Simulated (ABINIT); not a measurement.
## Quasiparticle gap of SiC (P6_3mc) in ABINIT

How does a plane-wave GW calculation on SiC (P6_3mc) run from the first input to the gap?

Calculated with ABINIT 10.8.3; PBE and many-body steps on it, plane waves.

**The experiments to reproduce.**

- Gap 3.26 eV: band gap of pure 4H-SiC, stated as experimental; bulk crystal (pure 4H-SiC, measurement details not given) (quoted in “IBIL Measurement and Optical Simulation of the DI Center in 4H-SiC”, 2023, pmc:10096426).

- Gap 3.285 eV: band gap at low temperature, quoted from earlier experiments; bulk crystal (quoted in “Excitation properties of the divacancy in 4H-SiC”, 2018, arxiv:1804.01167).

- Gap 3.2 eV: experimental band gap quoted from earlier work; bulk crystal (quoted in “Local vibrational modes of Si vacancy spin qubits in SiC”, 2020, arxiv:2002.00067).

- Gap 3.26 eV: band gap at cryogenic temperature; bulk crystal (literature value) (quoted in “Silicon carbide diodes for neutron detection”, 2020, arxiv:2009.14696).

### 1. The starting structure

Symmetry: P6_3mc, No. 186, hexagonal system. Conventional cell: a = 3.076 Å, b = 3.076 Å, c = 10.071 Å, α = 90.00°, β = 90.00°, γ = 120.00°. Si has 4 C at 1.88 to 1.89 Å nearest. Nearest to Si lie 4 C at 1.88 to 1.89 Å. Nearest to C lie 4 Si at 1.88 to 1.89 Å. Nearest to C lie 4 Si at 1.88 to 1.89 Å. Farther neighbours are not listed.

The cell and positions are those that the Materials Project relaxed with its own functionals (PBE, PBE+U or r2SCAN), kept fixed.

### 2. Ground state

This step: ABINIT 10.8.3; DFT, PBE, plane waves, norm-conserving pseudopotentials.

The ground-state density comes first.

Input file run.abi:

```
acell 3*1.0 Angstrom
rprim 
  3.075694149693 -0.000000000023 0.000000000000
  -1.537847074826 2.663629267917 0.000000000000
  0.000000000000 0.000000000000 10.070646480000
ntypat 2
znucl 14 6
natom 8
typat 1 1 1 1 2 2 2 2
xred 
  0.666666666667 0.333333333333 0.937841980000
  0.333333333333 0.666666666667 0.437841980000
  0.000000000000 0.000000000000 0.687894380000
  0.000000000000 0.000000000000 0.187894380000
  0.666666666667 0.333333333333 0.749802590000
  0.333333333333 0.666666666667 0.249802590000
  0.000000000000 0.000000000000 0.500460050000
  0.000000000000 0.000000000000 0.000460050000
pp_dirpath "pseudos"
pseudos "Si.upf, C.upf"
ecut 37
ngkpt 6 6 2
nshiftk 1
shiftk 0 0 0
kptopt 1
chksymbreak 0
nband 24
occopt 1
tolvrs 1e-10
nstep 60
prtwf 0
optforces 0
optstress 0
indata_prefix "in"
outdata_prefix "out"
tmpdata_prefix "tmp"
```

The run is started by

```console
OMP_NUM_THREADS=1 mpirun -n 4 abinit run.abi > log
```

Numbers of over 12 decimals in the logs are rounded to 6 here.

The log of the run:

```text
.Version 10.8.3 of ABINIT. v10.8.2 released Aug 2026.

 Symmetries : space group P6_3 m c (#186); Bravais hP (primitive hexag.)
================================================================================
 Values of the parameters that define the memory need of the present run
     intxc =       0    ionmov =       0      iscf =       7    lmnmax =       6
     lnmax =       6     mgfft =     108  mpssoang =       3    mqgrid =    5212
     natom =       8  nloc_mem =       1    nspden =       1   nspinor =       1
    nsppol =       1      nsym =      12    n1xccc =    2501    ntypat =       2
    occopt =       1   xclevel =       2
-    mband =          24        mffmem =           1         mkmem =           4
       mpw =        6030          nfft =      110592          nkpt =          14
================================================================================
  Rough estimation (10% accuracy) of disk space for files :
================================================================================

--------------------------------------------------------------------------------
------------- Echo of variables that govern the present computation ------------
--------------------------------------------------------------------------------
 -outvars: echo values of preprocessed input variables --------
            acell      1.8897261259E+00  1.8897261259E+00  1.8897261259E+00 Bohr

      chksymbreak           0
             ecut      3.70000000E+01 Hartree
-          fftalg         312

              ixc     -101130
              kpt      0.00000000E+00  0.00000000E+00  0.00000000E+00
                       1.66666667E-01  0.00000000E+00  0.00000000E+00
                       3.33333333E-01  0.00000000E+00  0.00000000E+00
                       5.00000000E-01  0.00000000E+00  0.00000000E+00
                       1.66666667E-01  1.66666667E-01  0.00000000E+00
                       3.33333333E-01  1.66666667E-01  0.00000000E+00
                       3.33333333E-01  3.33333333E-01  0.00000000E+00
                       0.00000000E+00  0.00000000E+00  5.00000000E-01
                       1.66666667E-01  0.00000000E+00  5.00000000E-01
                       3.33333333E-01  0.00000000E+00  5.00000000E-01
                       5.00000000E-01  0.00000000E+00  5.00000000E-01
[...]
kptrlatt        6    0    0      0    6    0      0    0    2
          kptrlen      3.48733175E+01
P           mkmem           4
            natom           8
            nband          24
            ngfft          32      32     108
             nkpt          14
            nstep          60
             nsym          12
           ntypat           2
              occ      2.000000  2.000000  2.000000  2.000000  2.000000  2.000000
                       2.000000  2.000000  2.000000  2.000000  2.000000  2.000000
                       2.000000  2.000000  2.000000  2.000000  0.000000  0.000000
                       0.000000  0.000000  0.000000  0.000000  0.000000  0.000000
        optforces           0
        optstress           0
            prtwf           0
            rprim      3.0756941497E+00 -2.3000000000E-11  0.0000000000E+00
[...]
spgroup         186

           tolvrs      1.00000000E-10

             xred      6.6666666667E-01  3.3333333333E-01  9.3784198000E-01
[...]
znucl       14.00000    6.00000

================================================================================

 chkinp: Checking input parameters for consistency.

================================================================================
== DATASET  1 ==================================================================
-   mpi_nproc: 4, omp_nthreads: 1 (-1 if OMP is not activated)

--- !DatasetInfo
iteration_state: {dtset: 1, }
dimensions: {natom: 8, nkpt: 14, mband: 24, nsppol: 1, nspinor: 1, nspden: 1, mpw: 6030, }
cutoff_energies: {ecut:  37.0, pawecutdg:  -1.0, }
electrons: {nelect:   3.20000000E+01, charge:   0.00000000E+00, occopt:   1.00000000E+00, tsmear:   1.00000000E-02, }

 Real(R)+Recip(G) space primitive vectors, cartesian coordinates (Bohr,Bohr^-1):
 R(1)=  5.8122196  0.0000000  0.0000000  G(1)=  0.1720513  0.0993339  0.0000000
 R(2)= -2.9061098  5.0335298  0.0000000  G(2)=  0.0000000  0.1986677  0.0000000
 R(3)=  0.0000000  0.0000000 19.0307638  G(3)=  0.0000000  0.0000000  0.0525465
 Unit cell volume ucvol=  5.5676366E+02 bohr^3
 Angles (23,13,12)=  9.00000000E+01  9.00000000E+01  1.20000000E+02 degrees

 getcut: wavevector=  0.0000  0.0000  0.0000  ngfft=  32  32 108
         ecut(hartree)=     37.000   => boxcut(ratio)=   2.01068

--- Pseudopotential description ------------------------------------------------
- Si Generated using ONCVPSP code by D. R. Hamann
- 14.00000   4.00000  171031                  znucl, zion, pspdat
12 -101130 2 -1 1510                          pspcod,pspxc,lmax,lloc,mmax
     nproj     2     2     2
  pspatm : epsatm=    9.34321561
         --- l  ekb(1:nproj) -->
[...]
pspatm: atomic psp has been read  and splines computed

- C Generated using ONCVPSP code by D. R. Hamann
-  6.00000   4.00000  171031                  znucl, zion, pspdat
12 -101130 1 -1 1248                          pspcod,pspxc,lmax,lloc,mmax
     nproj     2     2     0
  pspatm : epsatm=    4.31346680
         --- l  ekb(1:nproj) -->
[...]
pspatm: atomic psp has been read  and splines computed

   1.74805535E+03                                ecore*ucvol(ha*bohr**3)
--------------------------------------------------------------------------------

_setup2: Arith. and geom. avg. npw (full set) are    5986.958    5986.930

================================================================================

--- !BeginCycle
iteration_state: {dtset: 1, }
solver: {iscf: 7, nstep: 60, nline: 4, wfoptalg: 0, }
tolerances: {tolvrs: 1.00E-10, }

     iter   Etot(hartree)      deltaE(h)  residm     vres2
 ETOT  1  -40.689975357196    -4.069E+01 3.920E-02 1.189E+03
 ETOT  2  -40.928112186779    -2.381E-01 3.652E-02 4.937E+02
 ETOT  3  -41.078240039922    -1.501E-01 8.897E-03 4.289E-01
 ETOT  4  -41.078471795709    -2.318E-04 4.758E-03 3.134E-02
 ETOT  5  -41.078477453201    -5.657E-06 5.138E-03 9.464E-04
 ETOT  6  -41.078477510293    -5.709E-08 2.141E-03 1.508E-04
 ETOT  7  -41.078477538851    -2.856E-08 1.049E-03 1.673E-05
 ETOT  8  -41.078477540451    -1.600E-09 5.729E-04 5.127E-07
 ETOT  9  -41.078477540481    -3.072E-11 2.196E-04 3.423E-08
 ETOT 10  -41.078477540483    -1.762E-12 6.056E-04 6.028E-10
 ETOT 11  -41.078477540483    -7.105E-14 1.911E-04 1.743E-11

 At SCF step   11       vres2   =  1.74E-11 < tolvrs=  1.00E-10 =>converged.

--- !ResultsGS
iteration_state: {dtset: 1, }
comment   : Summary of ground state results
lattice_vectors:
- [  5.8122196,  -0.0000000,   0.0000000, ]
- [ -2.9061098,   5.0335298,   0.0000000, ]
- [  0.0000000,   0.0000000,  19.0307638, ]
lattice_lengths: [   5.81222,    5.81222,   19.03076, ]
lattice_angles: [ 90.000,  90.000, 120.000, ] # degrees, (23, 13, 12)
lattice_volume:   5.5676366E+02
convergence: {deltae: -7.105E-14, res2:  1.743E-11, residm:  1.911E-04, diffor:  0.000E+00, }
etotal    :  -4.10784775E+01
entropy   :   0.00000000E+00
fermie    :   2.54948116E-01
cartesian_stress_tensor: null
pressure_GPa: null
xred      :
- [  6.6667E-01,   3.3333E-01,   9.3784E-01, Si]
- [  3.3333E-01,   6.6667E-01,   4.3784E-01, Si]
- [  1.8504E-17,   3.7007E-17,   6.8789E-01, Si]
- [  1.8504E-17,   3.7007E-17,   1.8789E-01, Si]
- [  6.6667E-01,   3.3333E-01,   7.4980E-01,  C]
- [  3.3333E-01,   6.6667E-01,   2.4980E-01,  C]
- [  1.8504E-17,   3.7007E-17,   5.0046E-01,  C]
- [  1.8504E-17,   3.7007E-17,   4.6005E-04,  C]
cartesian_forces: null
force_length_stats: {min: null, max: null, mean: null, }

 Integrated electronic density in atomic spheres:
 ------------------------------------------------
 Atom  Sphere_radius  Integrated_density
[...]
================================================================================

 ----iterations are completed or convergence reached----

 Mean square residual over all n,k,spin=   10.296E-07; max=  19.112E-05
 reduced coordinates (array xred) for    8 atoms
[...]
0.000000000000      0.000000000000      0.187894380000
       0.666666666667      0.333333333333      0.749802590000
       0.333333333333      0.666666666667      0.249802590000
       0.000000000000      0.000000000000      0.500460050000
       0.000000000000      0.000000000000      0.000460050000
 rms dE/dt=  0.0000E+00; max dE/dt=  0.0000E+00; dE/dt below (all hartree)
    1       0.000000000000      0.000000000000      0.000000000000
    2       0.000000000000      0.000000000000      0.000000000000
    3       0.000000000000      0.000000000000      0.000000000000
    4       0.000000000000      0.000000000000      0.000000000000
    5       0.000000000000      0.000000000000      0.000000000000
    6       0.000000000000      0.000000000000      0.000000000000
    7       0.000000000000      0.000000000000      0.000000000000
    8       0.000000000000      0.000000000000      0.000000000000

 cartesian coordinates (angstrom) at end:
    1      1.537847     0.887876     9.444675
    2      1.367e-11     1.775753     4.409352
    3      0.000000     0.000000     6.927541
    4      0.000000     0.000000     1.892218
    5      1.537847     0.887876     7.550997
    6      1.367e-11     1.775753     2.515674
    7      0.000000     0.000000     5.039956
    8      0.000000     0.000000     0.004633
 length scales=  1.889726125908  1.889726125908  1.889726125908 bohr
              =  1.000000000000  1.000000000000  1.000000000000 angstroms
 prteigrs : about to open file out_EIG
 Fermi (or HOMO) energy (hartree) =   0.25495   Average Vxc (hartree)=  -0.41532
 Eigenvalues (hartree) for nkpt=  14  k points:
 kpt#   1, nband= 24, wtk=  0.01389, kpt=  0.0000  0.0000  0.0000 (reduced coord)
  -0.31516   -0.27183   -0.27047   -0.18372   -0.06249    0.09349    0.09498    0.21124
   0.21124    0.22822    0.22822    0.23345    0.23345    0.25300    0.25495    0.25495
   0.44278    0.46407    0.48689    0.48780    0.51193    0.51195    0.51284    0.51286
 prteigrs : prtvol=0 or 1, do not print more k-points.

--- !EnergyTerms
iteration_state     : {dtset: 1, }
comment             : Components of total free energy in Hartree
kinetic             :  2.35978425212926E+01
hartree             :  4.69674993210547E+00
xc                  : -1.51279979119129E+01
Ewald energy        : -4.18766357211719E+01
psp_core            :  3.13967215874692E+00
local_psp           : -1.65451608048274E+01
non_local_psp       :  1.03705228528398E+00
total_energy        : -4.10784775404832E+01
total_energy_eV     : -1.11780231875094E+03
band_energy         :  1.13215869107944E+00

== END DATASET(S) ==============================================================
================================================================================

 -outvars: echo values of variables after computation  --------
           etotal     -4.1078477540E+01
            nband          24
             nkpt          14
          spgroup         186
 [... the other variables as echoed above ...]

 Calculation completed.
```

Run time: 11 s. Hardware: 4 MPI ranks of AMD EPYC 9R45, shared host; peak memory 0.4 GiB.

Numbers from this step:

* total energy: -1117.8023 eV
* gap: 2.228 eV
* k of the valence top: 0, 0, 0
* k of the conduction bottom: 0.5, 0, 0
* least direct gap: 3.353 eV

The gap is indirect, with the least direct gap 1.13 eV higher.

(Part 1 of 3 ends here.)

[Paths, hosts, dates, memory and timing lines, banners, echoed tables and standing remarks are left out of the program output.]

[Logs are printed without paths, hosts, clocks, repeated set-up lines and the standing remarks that a program may print on its own settings, such as how far it seeks lower states.]

[Runs of the session that timed out or met a known fault of the program may be left out.]

[No measured gap is set beside runs whose start may be inverted or whose files or cutoffs have a known fault.]

[Hosts, paths, dates, database ids (printed as entryN), source tags and the programs' standing remarks are cut or masked in the printed files.]

[G0W0 gaps are taken among the corrected bands and points alone; a level outside them can change the order at an edge.]

[Where Ansatz stands beside ABINIT at settings called matched, ABINIT's density can come from a denser mesh and the files from another edition; pairs whose starting gaps differed by over 0.03 eV were left out, so agreement reads better than it is.]
